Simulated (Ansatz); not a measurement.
# Force difference against the spacing of support functions in Σ3 (111)[11-2] symmetric tilt boundary in Li (132 atoms)

The cell holds 132 atoms: 132 Li. Its edges and angles: a = 8.598 Å, b = 14.892 Å, c = 24.518 Å, α = 90.0°, β = 90.0°, γ = 90.0°. It derives from Li (bcc). Bcc Li (a = 3.51 Å); two grains mirrored in (111), tilt axis [11-2]; 1 x 3 boundary periods, 4 lattice periods a grain, two boundaries a cell, upper grain shifted by [0.795, 0.163] of the boundary cell and opened by 0.1 Å, one atom of each pair nearer than 2.28 Å removed; not relaxed, displaced by a Gaussian of 0.02 Å. Regions: lower grain, 72 atoms (72 Li); upper grain, 60 atoms (60 Li).

Calculated with Ansatz 0.2.0: Kohn-Sham DFT, PBE, PAW (set soft_2), localised support functions (medium), with the spacing typed; the reference is Kohn-Sham DFT, PBE, PAW (set soft_2), plane waves, cutoff 750 eV, k-mesh 2×1×1, fermi-dirac smearing of 0.1 eV, with an r.m.s. force component of 0.0835 eV/Å.

| spacing (Å) | r.m.s. force difference (meV/Å) | time |
| --- | --- | --- |
| 0.206 | 0.084 | 1.9 min |
| 0.231 | 0.138 | 1.9 min |
| 0.296 | 3.146 | 50 s |
| 0.334 | ? | ? |
| 0.386 | 37.77 | 42 s |
| 0.463 | 364.2 | 46 s |

**Question.** Fit a power law of the spacing to the rows given and interpolate to the withheld row.

Worked fit:

A power law y = A x^b is a line in u = ln x and v = ln y.

```
 u = ln x  v = ln y
 -1.57988  -2.47694
 -1.46534  -1.98050
 -1.21740   1.14613
-0.951918   3.63159
-0.770028   5.89783
```

With n = 5: mean u = -1.19691, mean v = 1.24362, Σ(u − ū)² = 0.46139, Σ(u − ū)(v − v̄) = 4.8641. Slope b = 4.8641 / 0.46139 = 10.542; intercept a = v̄ − b ū = 13.862.

At the withheld row u = -1.097, v = a + b u = 2.301, and y = exp(v).

Prediction at 0.334: 9.984 meV/Å. The run gave 6.952 meV/Å, so the fit is high by 3.0 meV/Å (44 % of the value).

The fitted exponent is 11. Between neighbouring rows, the withheld one included, the exponents are 4.3, 13, 6.6, 12 and 12, so one power law doesn't hold over the range. Among the rows given, the largest relative miss of the fit is at 0.231, by 0.067 meV/Å (48 %).

Limits: The difference holds the reference's own basis error, which sets a floor under it.

[Logs are printed without paths, hosts, clocks, repeated set-up lines and the standing remarks that a program may print on its own settings, such as how far it seeks lower states.]

[Hosts, paths, dates, database ids (printed as entryN), source tags and the programs' standing remarks are cut or masked in the printed files.]
